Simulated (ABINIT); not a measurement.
## KSrH3 (Pm-3m): from the cell to the phonon bands

How does KSrH3 (Pm-3m) vibrate, and is this structure a minimum?

Main program and level: ABINIT 10.8.3; DFT PBE, scalar-relativistic, plane waves, PseudoDojo norm-conserving pseudopotentials.

Report form: the programs' logs are mostly left out.

The structure was built from a prototype and need not be the compound's stable phase.

### Step 1. The structure

The structure is cubic, space group Pm-3m (No. 221). The conventional cell has a = 5.005 Å, b = 5.005 Å, c = 5.005 Å, α = 90.00°, β = 90.00°, γ = 90.00°. Nearest to K lie 12 H at 3.54 Å. Sr has 6 H at 2.50 Å nearest. H has 2 Sr at 2.50 Å nearest. Farther neighbours are not listed.

### Step 2. A first look

A first run with smearing and empty bands tells whether the crystal has a gap, which decides between fixed occupations and smearing later on.

Input file probe.abi:

```
# ground state
tolvrs 1.0d-08
prtden 1
prtwf 1

# basis, mesh and filling
ecut 33.0
ngkpt 4 4 4
nshiftk 1
shiftk 0.0 0.0 0.0
istwfk *1
occopt 7
tsmear 0.005
nband 18
nstep 100
diemac 9.0
prtebands 0
prtgsr 0
useylm 1

# cell and atoms
acell 3*1.0 Angstrom
rprim 
    5.0052 0.0 0.0
    0.0 5.0052 0.0
    0.0 0.0 5.0052
ntypat 3
znucl 19 38 1
natom 5
typat 1 2 3 3 3
xred 
    0.0 0.0 0.0
    0.5 0.5 0.5
    0.5 0.5 0.0
    0.5 0.0 0.5
    0.0 0.5 0.5
pp_dirpath "./pseudo"
pseudos "K.upf, Sr.upf, H.upf"
```

Run with:

```sh
> OMP_NUM_THREADS=1 mpirun -n 4 abinit probe.abi > probe.log
```

It took 14 s on 4 MPI ranks of Arm Neoverse V2, shared host; 55 s of CPU time.

Numbers from this step:

```yaml
volume_per_atom: 25.08 Å³
pressure: -2.213 GPa
gap_on_the_k_mesh: 2.809 eV
```

A gap of 2.8 eV opens on this mesh, so the crystal is taken as an insulator; the printed pressure holds the stress of the finite basis too.

### Step 3. Rough relaxation

The typed start is rough, so a first relaxation with smearing and loose thresholds takes it towards rest cheaply.

Input file prerelax.abi:

```
# relaxation
ionmov 2
optcell 2
dilatmx 1.15
chkdilatmx 0
ntime 40
tolmxf 3.0d-04
tolvrs 1.0d-10
prtwf 0
prtden 0
chksymtnons 0

# basis, mesh and filling
ecut 33.0
ecutsm 3.0
ngkpt 4 4 4
nshiftk 1
shiftk 0.0 0.0 0.0
istwfk *1
occopt 7
tsmear 0.005
nband 18
nstep 100
diemac 9.0
prtebands 0
prtgsr 0
useylm 1

# cell and atoms
acell 3*1.0 Angstrom
rprim 
    5.0052 0.0 0.0
    0.0 5.0052 0.0
    0.0 0.0 5.0052
ntypat 3
znucl 19 38 1
natom 5
typat 1 2 3 3 3
xred 
    0.0 0.0 0.0
    0.5 0.5 0.5
    0.5 0.5 0.0
    0.5 0.0 0.5
    0.0 0.5 0.5
pp_dirpath "./pseudo"
pseudos "K.upf, Sr.upf, H.upf"
```

Run with:

```sh
> OMP_NUM_THREADS=1 mpirun -n 4 abinit prerelax.abi > prerelax.log
```

The job ended after 76 s (4 MPI ranks; 5 min of CPU time).

Step by step:

| step | energy less that of the first step (eV) | largest force (eV/Å) | volume (Å³) |
| --- | --- | --- | --- |
| 1 | 0.0000 | 0.0000 | 125.39 |
| 2 | -0.0110 | 0.0000 | 124.56 |
| 3 | -0.1183 | 0.0000 | 106.87 |
| 4 | -0.1216 | 0.0000 | 109.58 |

| conventional cell, symmetrised | before | after | change |
| --- | --- | --- | --- |
| a (Å) | 5.005 | 4.785 | -4.4 % |
| b (Å) | 5.005 | 4.785 | -4.4 % |
| c (Å) | 5.005 | 4.785 | -4.4 % |
| volume (Å³/atom) | 25.08 | 21.92 | -12.6 % |

Final coordinates:

```cif
data_structure
_symmetry_space_group_name_H-M 'P 1'
_symmetry_Int_Tables_number 1
_cell_length_a 4.7853
_cell_length_b 4.7853
_cell_length_c 4.7853
_cell_angle_alpha 90.000
_cell_angle_beta 90.000
_cell_angle_gamma 90.000
_cell_volume 109.58
loop_
_atom_site_label
_atom_site_type_symbol
_atom_site_fract_x
_atom_site_fract_y
_atom_site_fract_z
_atom_site_occupancy
K1 K 0.00000 0.00000 0.00000 1
Sr2 Sr 0.50000 0.50000 0.50000 1
H3 H 0.50000 0.50000 0.00000 1
H4 H 0.50000 0.00000 0.50000 1
H5 H 0.00000 0.50000 0.50000 1
```

This step gave:

```yaml
volume_per_atom: 21.92 Å³
pressure: -0.06377 GPa
gap_on_the_k_mesh: 2.737 eV
```

The volume changes by -12.6 % in this run and stands -12.6 % from the first cell.

### Step 4. Rough relaxation

The cell changed much, so the rough relaxation is repeated on a basis made for the new cell.

Changes to prerelax.abi since step 3:

```diff
@@ -31,5 +31,5 @@
 rprim 
-    5.0052 0.0 0.0
-    0.0 5.0052 0.0
-    0.0 0.0 5.0052
+    4.785260235 0.0 0.0
+    0.0 4.785260235 0.0
+    0.0 0.0 4.785260235
 ntypat 3
```

Run time: 19 s. Hardware: 4 MPI ranks.

Little changed from the start: no atom moved by 0.005 Å and no cell edge by 0.1 %.

The volume changes by +0.0 % in this run and stands -12.6 % from the first cell.

### Step 5. Relaxation

The harmonic expansion needs vanishing forces, and a free crystal bears no stress, so cell and atoms are brought to rest. Stress is more sensitive to the basis than forces are: the last 3 Ha under the cutoff are smoothed with ecutsm, and the cutoff is raised above that of the later runs.

Input file relax.abi:

```
# relaxation
ionmov 2
optcell 2
dilatmx 1.08
ntime 40
tolmxf 1.0d-05
tolvrs 1.0d-14
prtwf 0
prtden 0
chksymtnons 0

# basis, mesh and filling
ecut 41.0
ecutsm 3.0
ngkpt 4 4 4
nshiftk 1
shiftk 0.0 0.0 0.0
istwfk *1
occopt 1
nband 11
nstep 100
diemac 9.0
prtebands 0
prtgsr 0
useylm 1

# cell and atoms
acell 3*1.0 Angstrom
rprim 
    4.785260238 0.0 0.0
    0.0 4.785260238 0.0
    0.0 0.0 4.785260238
ntypat 3
znucl 19 38 1
natom 5
typat 1 2 3 3 3
xred 
    0.0 0.0 0.0
    0.5 0.5 0.5
    0.5 0.5 0.0
    0.5 0.0 0.5
    0.0 0.5 0.5
pp_dirpath "./pseudo"
pseudos "K.upf, Sr.upf, H.upf"
```

Run with:

```sh
> OMP_NUM_THREADS=1 mpirun -n 4 abinit relax.abi > relax.log
```

Wall time 41 s (4 MPI ranks).

The steps of the relaxation:

| step | energy less that of the first step (eV) | largest force (eV/Å) | volume (Å³) |
| --- | --- | --- | --- |
| 1 | 0.0000 | 0.0000 | 109.58 |
| 2 | 0.0000 | 0.0000 | 109.55 |
| 3 | -0.0001 | 0.0000 | 109.23 |

| conventional cell, symmetrised | before | after | change |
| --- | --- | --- | --- |
| a (Å) | 4.785 | 4.780 | -0.1 % |
| b (Å) | 4.785 | 4.780 | -0.1 % |
| c (Å) | 4.785 | 4.780 | -0.1 % |
| volume (Å³/atom) | 21.92 | 21.85 | -0.3 % |

Final coordinates:

```xyz
5
Lattice="4.7802 0.0000 0.0000 0.0000 4.7802 0.0000 0.0000 0.0000 4.7802" Properties=species:S:1:pos:R:3 pbc="T T T"
K     0.0000    0.0000    0.0000
Sr    2.3901    2.3901    2.3901
H     2.3901    2.3901    0.0000
H     2.3901    0.0000    2.3901
H     0.0000    2.3901    2.3901
```

This step gave:

```
volume per atom : 21.85 Å³
pressure        : 2.03e-4 GPa
```

The volume changes by -0.3 % in this run and stands -12.9 % from the first cell.

### Step 6. Ground state

First-order wavefunctions inherit every error of the ground state, hence the very tight tolvrs.

Input file gs.abi:

```
# ground state
tolvrs 1.0d-16
prtden 1
prtwf 1

# basis, mesh and filling
ecut 33.0
ngkpt 4 4 4
nshiftk 1
shiftk 0.0 0.0 0.0
istwfk *1
occopt 1
nband 11
nstep 100
diemac 9.0
prtebands 0
prtgsr 0
useylm 1

# cell and atoms
acell 3*1.0 Angstrom
rprim 
    4.780166028 0.0 0.0
    0.0 4.780166028 0.0
    0.0 0.0 4.780166028
ntypat 3
znucl 19 38 1
natom 5
typat 1 2 3 3 3
xred 
    0.0 0.0 0.0
    0.5 0.5 0.5
    0.5 0.5 0.0
    0.5 0.0 0.5
    0.0 0.5 0.5
pp_dirpath "./pseudo"
pseudos "K.upf, Sr.upf, H.upf"
```

Run with:

```sh
> OMP_NUM_THREADS=1 mpirun -n 4 abinit gs.abi > gs.log
```

Wall time 10 s (4 MPI ranks); 39 s of CPU time.

Numbers from this step:

| Property | Result |
| --- | --- |
| pressure | -0.05557 GPa |

The cell stands at -0.056 GPa, close enough for phonons.

### Step 7. Empty bands

Empty bands on the ground state's density check that the gap assumed so far is there in this cell.

Input file gap.abi:

```
# empty bands on the ground state's density
iscf -2
getden_filepath "gso_DEN"
tolwfr 1.0d-12
nbdbuf 2
prtwf 0

# basis, mesh and filling
ecut 33.0
ngkpt 4 4 4
nshiftk 1
shiftk 0.0 0.0 0.0
istwfk *1
occopt 1
nband 15
nstep 100
diemac 9.0
prtebands 0
prtgsr 0
useylm 1

# cell and atoms
acell 3*1.0 Angstrom
rprim 
    4.780166028 0.0 0.0
    0.0 4.780166028 0.0
    0.0 0.0 4.780166028
ntypat 3
znucl 19 38 1
natom 5
typat 1 2 3 3 3
xred 
    0.0 0.0 0.0
    0.5 0.5 0.5
    0.5 0.5 0.0
    0.5 0.0 0.5
    0.0 0.5 0.5
pp_dirpath "./pseudo"
pseudos "K.upf, Sr.upf, H.upf"
```

Run with:

```sh
> OMP_NUM_THREADS=1 mpirun -n 4 abinit gap.abi > gap.log
```

Elapsed: 9 s, on 4 MPI ranks.

Read from the output:

- gap on the k-mesh: 2.735 eV

In this cell the gap on the mesh is 2.7 eV, indirect (smallest direct 2.8 eV), so fixed occupations hold.

### Step 8. Linear response at Γ

The derivative of the wavefunctions by k comes first, since the response to a field is built on it; then the field and the displacements that symmetry doesn't supply are solved at q = 0.

It reads the wavefunctions written in step 6.

Input file dfpt_gamma.abi:

```
ndtset 2

# common to the responses
getwfk_filepath "gso_WFK"
kptopt 2
nqpt 1
qpt 0.0 0.0 0.0
asr 0
chneut 0

# d/dk
rfelfd1 2
rfdir1 1 1 1
iscf1 -3
tolwfr1 1.0d-20

# displacements, field
rfphon2 1
rfatpol2 1 5
rfdir2 1 1 1
rfelfd2 3
getddk2 1
tolvrs2 1.0d-10
prtwf2 0

# basis, mesh and filling
ecut 33.0
ngkpt 4 4 4
nshiftk 1
shiftk 0.0 0.0 0.0
istwfk *1
occopt 1
nband 11
nstep 100
diemac 9.0
prtebands 0
prtgsr 0
useylm 1

# cell and atoms
acell 3*1.0 Angstrom
rprim 
    4.780166028 0.0 0.0
    0.0 4.780166028 0.0
    0.0 0.0 4.780166028
ntypat 3
znucl 19 38 1
natom 5
typat 1 2 3 3 3
xred 
    0.0 0.0 0.0
    0.5 0.5 0.5
    0.5 0.5 0.0
    0.5 0.0 0.5
    0.0 0.5 0.5
pp_dirpath "./pseudo"
pseudos "K.upf, Sr.upf, H.upf"
```

Run with:

```sh
> OMP_NUM_THREADS=1 mpirun -n 4 abinit dfpt_gamma.abi > dfpt_gamma.log
```

Elapsed: 1.9 min, on 4 MPI ranks; 7.6 min of CPU time.

Numbers from this step:

| Property | Result |
| --- | --- |
| miss of the charge sum rule | 0.005445 e |
| largest acoustic frequency at the zone centre before the sum rule | -1.1 cm⁻¹ |
| highest optical zone-centre mode (no LO-TO term) | 1101 cm⁻¹ |
| lowest optical zone-centre mode | -108.7 cm⁻¹ |
| mean high-frequency dielectric constant | 2.997 |
| largest Born charge in size (third of the trace) | 1.758 e |

Born charge (rows field, columns displacement), before the sum rule (e), principal values of the symmetric part by kind of site:

| atom | atoms with these values | low | middle | high | mean |
| --- | --- | --- | --- | --- | --- |
| K1 | 1 | 1.20 | 1.20 | 1.20 | 1.20 |
| Sr2 | 1 | 1.76 | 1.76 | 1.76 | 1.76 |
| H3 | 3 | -1.15 | -0.90 | -0.90 | -0.99 |

In full for K1:

```
1.20 0.00 0.00
0.00 1.20 0.00
0.00 0.00 1.20
```

High-frequency dielectric tensor:

```
3.00 0.00 0.00
0.00 3.00 0.00
0.00 0.00 3.00
```

The acoustic modes at Γ come out as far as 1.1 cm⁻¹ from zero, where they should vanish, a small numerical error; the Born charges miss their sum rule by 0.0054 e, which is good. The lowest optical mode is imaginary, 109i cm⁻¹, an instability at this level and on this k mesh.

### Step 9. Zone-centre analysis

anaddb reads the merged derivatives, imposes the acoustic sum rule and charge neutrality, and adds the LO-TO term along chosen directions.

Input file anaddb.abi:

```
ddb_filepath "gamma_DDB"
output_file "anaddb.abo"
outdata_prefix "anaddb"
asr 1
chneut 1
enunit 2
eivec 1
nph1l 1
qph1l 0.0 0.0 0.0 1.0
dieflag 2
nph2l 3
qph2l 
    1.0 0.0 0.0 0.0
    0.0 0.0 1.0 0.0
    1.0 1.0 1.0 0.0
```

Input file mrgddb.in:

```
gamma_DDB
merged
2
dfpt_gammao_DS2_DDB
gso_DDB
```

Run with:

```sh
> mrgddb < mrgddb.in > mrgddb.log
> OMP_NUM_THREADS=1 anaddb anaddb.abi > anaddb.log
```

Run time: 0.5 s. Hardware: 1 thread.

Read from the output:

```
highest mode moved by the LO-TO term : 1193 cm⁻¹
```

No LO-TO term; unit eigenvectors of the mass-weighted matrix, from anaddb's displacements. The modes at Γ (shares of kinetic energy by element, %) (negative means imaginary):

| mode | frequency (cm⁻¹) | symmetry | K % | Sr % | H % |
| --- | --- | --- | --- | --- | --- |
| 1 | -108.7 | T2u | 0 | 0 | 100 |
| 2 | -108.7 | T2u | 0 | 0 | 100 |
| 3 | -108.7 | T2u | 0 | 0 | 100 |
| 4 | -91.1 | T1u | 61 | 20 | 20 |
| 5 | -91.1 | T1u | 61 | 20 | 20 |
| 6 | -91.1 | T1u | 61 | 20 | 20 |
| 7 | 0.0 | acoustic | 30 | 68 | 2 |
| 8 | 0.0 | acoustic | 30 | 68 | 2 |
| 9 | 0.0 | acoustic | 30 | 68 | 2 |
| 10 | 264.4 | T1u | 9 | 12 | 79 |
| 11 | 264.4 | T1u | 9 | 12 | 79 |
| 12 | 264.4 | T1u | 9 | 12 | 79 |
| 13 | 1100.7 | T1u | 0 | 1 | 99 |
| 14 | 1100.7 | T1u | 0 | 1 | 99 |
| 15 | 1100.7 | T1u | 0 | 1 | 99 |

Displacements in mode 1 (-108.7 cm⁻¹), the largest set to 1:
```
K1   0.00  0.00  0.00
Sr2  0.00  0.00  0.00
H3   0.00  0.00  0.00
H4   0.00  0.00  1.00
H5   0.00  0.00 -1.00
```

Displacements in mode 10 (264.4 cm⁻¹), the largest set to 1:
```
K1   0.00  0.00 -0.08
Sr2  0.00  0.00  0.06
H3   0.00  0.00 -0.06
H4   0.00  0.00 -1.00
H5   0.00  0.00 -1.00
```

With imaginary modes the relaxed-ion tensors have no meaning and are not tabulated.

The rule moves no optical mode by more than 0.1 cm⁻¹.

### Step 10. Phonons on a q mesh

Linear response treats each wavevector in the unit cell, with no supercell; the 2×2×2 mesh fixes the range of the force constants to be had.

Input file dfpt_q.abi:

```
ndtset 3

# wavevectors
qpt1 0.5 0.0 0.0
qpt2 0.5 0.5 0.0
qpt3 0.5 0.5 0.5

# displacements
getwfk_filepath "gso_WFK"
getwfq_filepath "gso_WFK"
kptopt 3
nqpt 1
rfphon 1
rfatpol 1 5
rfdir 1 1 1
tolvrs 1.0d-10
prtwf 0

# basis, mesh and filling
ecut 33.0
ngkpt 4 4 4
nshiftk 1
shiftk 0.0 0.0 0.0
istwfk *1
occopt 1
nband 11
nstep 100
diemac 9.0
prtebands 0
prtgsr 0
useylm 1

# cell and atoms
acell 3*1.0 Angstrom
rprim 
    4.780166028 0.0 0.0
    0.0 4.780166028 0.0
    0.0 0.0 4.780166028
ntypat 3
znucl 19 38 1
natom 5
typat 1 2 3 3 3
xred 
    0.0 0.0 0.0
    0.5 0.5 0.5
    0.5 0.5 0.0
    0.5 0.0 0.5
    0.0 0.5 0.5
pp_dirpath "./pseudo"
pseudos "K.upf, Sr.upf, H.upf"
```

Run with:

```sh
> OMP_NUM_THREADS=1 mpirun -n 4 abinit dfpt_q.abi > dfpt_q.log
```

Run time: 8.3 min. Hardware: 4 MPI ranks.

This step gave:

* lowest mode on the q mesh (acoustic ones at the zone centre apart): -345.6 cm⁻¹

Frequencies (cm⁻¹) before the sum rule at the irreducible wavevectors but Γ, which is solved apart; negative means imaginary. Frequencies by wavevector:

| q (fractions) | star | mode 1 | mode 2 | mode 3 | mode 4 | mode 13 | mode 14 | mode 15 |
| --- | --- | --- | --- | --- | --- | --- | --- | --- |
| 0.5 0 0 | 3 | -62.39 | -62.39 | -46.09 | -46.09 | 1099 | 1099 | 1230 |
| 0.5 0.5 0 | 3 | -337.8 | -82.43 | -82.43 | 38.8 | 1098 | 1140 | 1258 |
| 0.5 0.5 0.5 | 1 | -345.6 | -345.6 | -345.6 | -45.56 | 1140 | 1140 | 1278 |

### Step 11. Interpolated phonon bands

anaddb transforms the dynamical matrices to force constants, with the dipole-dipole part treated apart, and back along the path; points of the mesh come back as solved, but for the sum rule and, in polar crystals, the LO-TO term at Γ; the rest is interpolation.

Input file anaddb.abi:

```
ddb_filepath "all_DDB"
output_file "anaddb.abo"
outdata_prefix "anaddb"
ifcflag 1
ngqpt 2 2 2
nqshft 1
q1shft 0.0 0.0 0.0
asr 1
chneut 1
dipdip 1
dipquad 0
quadquad 0
enunit 0
eivec 0
nph1l 62
qph1l 
    0.0 5.0d-06 0.0 1.0
    0.0 0.05 0.0 1.0
    0.0 0.1 0.0 1.0
    0.0 0.15 0.0 1.0
    0.0 0.2 0.0 1.0
    0.0 0.25 0.0 1.0
    0.0 0.3 0.0 1.0
    0.0 0.35 0.0 1.0
    0.0 0.4 0.0 1.0
    0.0 0.45 0.0 1.0
    0.0 0.5 0.0 1.0
    0.05 0.5 0.0 1.0
    0.1 0.5 0.0 1.0
    0.15 0.5 0.0 1.0
    0.2 0.5 0.0 1.0
    0.25 0.5 0.0 1.0
    0.3 0.5 0.0 1.0
    0.35 0.5 0.0 1.0
    0.4 0.5 0.0 1.0
    0.45 0.5 0.0 1.0
    0.5 0.5 0.0 1.0
    0.45 0.45 0.0 1.0
    0.4 0.4 0.0 1.0
    0.35 0.35 0.0 1.0
    0.3 0.3 0.0 1.0
    0.25 0.25 0.0 1.0
    0.2 0.2 0.0 1.0
    0.15 0.15 0.0 1.0
    0.1 0.1 0.0 1.0
    0.05 0.05 0.0 1.0
    5.0d-06 5.0d-06 5.0d-06 1.0
    0.05 0.05 0.05 1.0
    0.1 0.1 0.1 1.0
    0.15 0.15 0.15 1.0
    0.2 0.2 0.2 1.0
    0.25 0.25 0.25 1.0
    0.3 0.3 0.3 1.0
    0.35 0.35 0.35 1.0
    0.4 0.4 0.4 1.0
    0.45 0.45 0.45 1.0
    0.5 0.5 0.5 1.0
    0.45 0.5 0.45 1.0
    0.4 0.5 0.4 1.0
    0.35 0.5 0.35 1.0
    0.3 0.5 0.3 1.0
    0.25 0.5 0.25 1.0
    0.2 0.5 0.2 1.0
    0.15 0.5 0.15 1.0
    0.1 0.5 0.1 1.0
    0.05 0.5 0.05 1.0
    0.0 0.5 0.0 1.0
    0.5 0.5 0.5 1.0
    0.5 0.5 0.45 1.0
    0.5 0.5 0.4 1.0
    0.5 0.5 0.35 1.0
    0.5 0.5 0.3 1.0
    0.5 0.5 0.25 1.0
    0.5 0.5 0.2 1.0
    0.5 0.5 0.15 1.0
    0.5 0.5 0.1 1.0
    0.5 0.5 0.05 1.0
    0.5 0.5 0.0 1.0
```

Input file mrgddb.in:

```
all_DDB
merged
4
dfpt_gammao_DS2_DDB
dfpt_qo_DS1_DDB
dfpt_qo_DS2_DDB
dfpt_qo_DS3_DDB
```

Run with:

```sh
> mrgddb < mrgddb.in > mrgddb.log
> OMP_NUM_THREADS=1 anaddb anaddb.abi > anaddb.log
```

Run time: 0.78 s. Hardware: 1 thread.

This step gave:

```
lowest frequency on the path : -345.6 cm⁻¹
```

Anaddb, dipole-dipole term. The phonon branches at the labelled points (cm⁻¹):

| point | branch 1 | branch 2 | branch 3 | branch 4 | branch 12 | branch 13 | branch 14 | branch 15 |
| --- | --- | --- | --- | --- | --- | --- | --- | --- |
| Γ | -109 | -109 | -109 | -91 | 542 | 1101 | 1101 | 1193 |
| halfway | -81 | -81 | -40 | -40 | 558 | 1100 | 1100 | 1211 |
| X | -62 | -62 | -46 | -46 | 573 | 1099 | 1099 | 1230 |
| halfway | -248 | -67 | -58 | -18 | 589 | 1098 | 1125 | 1240 |
| M | -338 | -82 | -82 | 39 | 601 | 1098 | 1140 | 1258 |
| halfway | -205 | -77 | -54 | 15 | 575 | 1099 | 1120 | 1220 |
| Γ | -109 | -109 | -109 | -91 | 542 | 1101 | 1101 | 1193 |
| halfway | -222 | -182 | -182 | -31 | 572 | 1120 | 1120 | 1228 |
| R | -346 | -346 | -346 | -46 | 555 | 1140 | 1140 | 1278 |
| halfway | -262 | -229 | -191 | -40 | 578 | 1120 | 1128 | 1248 |
| X | -62 | -62 | -46 | -46 | 573 | 1099 | 1099 | 1230 |
| jump to R | -346 | -346 | -346 | -46 | 555 | 1140 | 1140 | 1278 |
| halfway | -342 | -247 | -247 | -41 | 578 | 1123 | 1140 | 1265 |
| M | -338 | -82 | -82 | 39 | 601 | 1098 | 1140 | 1258 |

The path dips to 346i cm⁻¹.

### Step 12. Density of states

Sums over the zone need many more wavevectors than were solved, so the interpolation is sampled on a dense mesh.

Input file anaddb.abi:

```
ddb_filepath "all_DDB"
output_file "anaddb.abo"
outdata_prefix "anaddb"
ifcflag 1
ngqpt 2 2 2
nqshft 1
q1shft 0.0 0.0 0.0
asr 1
chneut 1
dipdip 1
dipquad 0
quadquad 0
prtdos 2
ng2qpt 9 9 9
dosdeltae 4.5563e-06
ntemper 11
temperinc 100.0
tempermin 0.0
```

Run with:

```sh
> OMP_NUM_THREADS=1 anaddb anaddb.abi > anaddb.log
```

Wall time 2.1 s (1 thread).

Read from the output:

```yaml
share_of_modes_beyond_3i_cm_minus1_on_the_dense_interpolated_mesh: 0.2806
```

The phonon density of states has structure finer than the step of the table below, so its rows give means over 50 cm⁻¹, whole bins alone (the curve runs from -376 to 1307 cm⁻¹). Peaks (cm⁻¹: height): -78.6: 0.0328, -34.6: 0.0372, 75.4: 0.0300, 97.4: 0.0486, 141.4: 0.0341, 581.4: 0.0388, 1109.4: 0.0503.

Tetrahedra. The phonon density of states by wavenumber; means over each step:

wavenumber (cm⁻¹), phonon density of states (1/cm⁻¹/cell) and a bar:
```
     -350     0.0016 ##
     -300     0.0070 #######
     -250     0.0069 #######
     -200     0.0071 #######
     -150     0.0079 ########
     -100     0.0205 #####################
      -50     0.0231 ########################
        0     0.0161 ################
       50     0.0233 ########################
      100     0.0280 #############################
      150     0.0233 ########################
      200     0.0109 ###########
      250     0.0066 #######
      300     0.0090 #########
      350     0.0090 #########
      400     0.0080 ########
      450     0.0057 ######
      500     0.0041 ####
      550     0.0094 ##########
      600     0.0115 ############
      650     0.0000 
      700     0.0000 
      750     0.0000 
      800     0.0000 
      850     0.0000 
      900     0.0000 
      950     0.0000 
     1000     0.0000 
     1050     0.0000 
     1100     0.0294 ##############################
     1150     0.0102 ##########
     1200     0.0055 ######
     1250     0.0142 ###############
```

### Step 13. Results

```
space group after relaxation                                       : Pm-3m
volume per atom                                                    : 21.8 Å³
highest optical zone-centre mode (no LO-TO term)                   : 1101 cm⁻¹
lowest optical zone-centre mode                                    : -108.7 cm⁻¹
highest mode moved by the LO-TO term                               : 1193 cm⁻¹
mean high-frequency dielectric constant                            : 3.00
largest Born charge in size (third of the trace)                   : 1.76 e
q mesh                                                             : 2×2×2
lowest mode on the q mesh (acoustic ones at the zone centre apart) : -345.6 cm⁻¹
imaginary modes on the q mesh                                      : yes
```

What this shows: KSrH3 (Pm-3m) is unstable: a mode solved on the 2×2×2 mesh is imaginary, 346i cm⁻¹; its spectrum reaches 1278 cm⁻¹. At the PBE level the optical modes of KSrH3 (Pm-3m) at the zone centre (no LO-TO term) run from 109i to 1101 cm⁻¹, so the structure is a saddle point, with 6 modes beyond 10i cm⁻¹ there. Along the directions run, the highest mode that the macroscopic field moves lies at 1193 cm⁻¹. The most unstable solved mode lies at q = (0.5, 0.5, 0.5), on the zone boundary, so the distortion that it points to doubles the cell. These are harmonic frequencies at zero temperature: anharmonic shifts and linewidths and thermal expansion are left out. The structure is a hypothetical one, built on a prototype.

[Host names and launcher messages were left out of these logs when they were recorded.]

[Logs are printed without paths, hosts, clocks, repeated set-up lines and the standing remarks that a program may print on its own settings, such as how far it seeks lower states.]

[Hosts, paths, dates, database ids (printed as entryN), source tags and the programs' standing remarks are cut or masked in the printed files.]
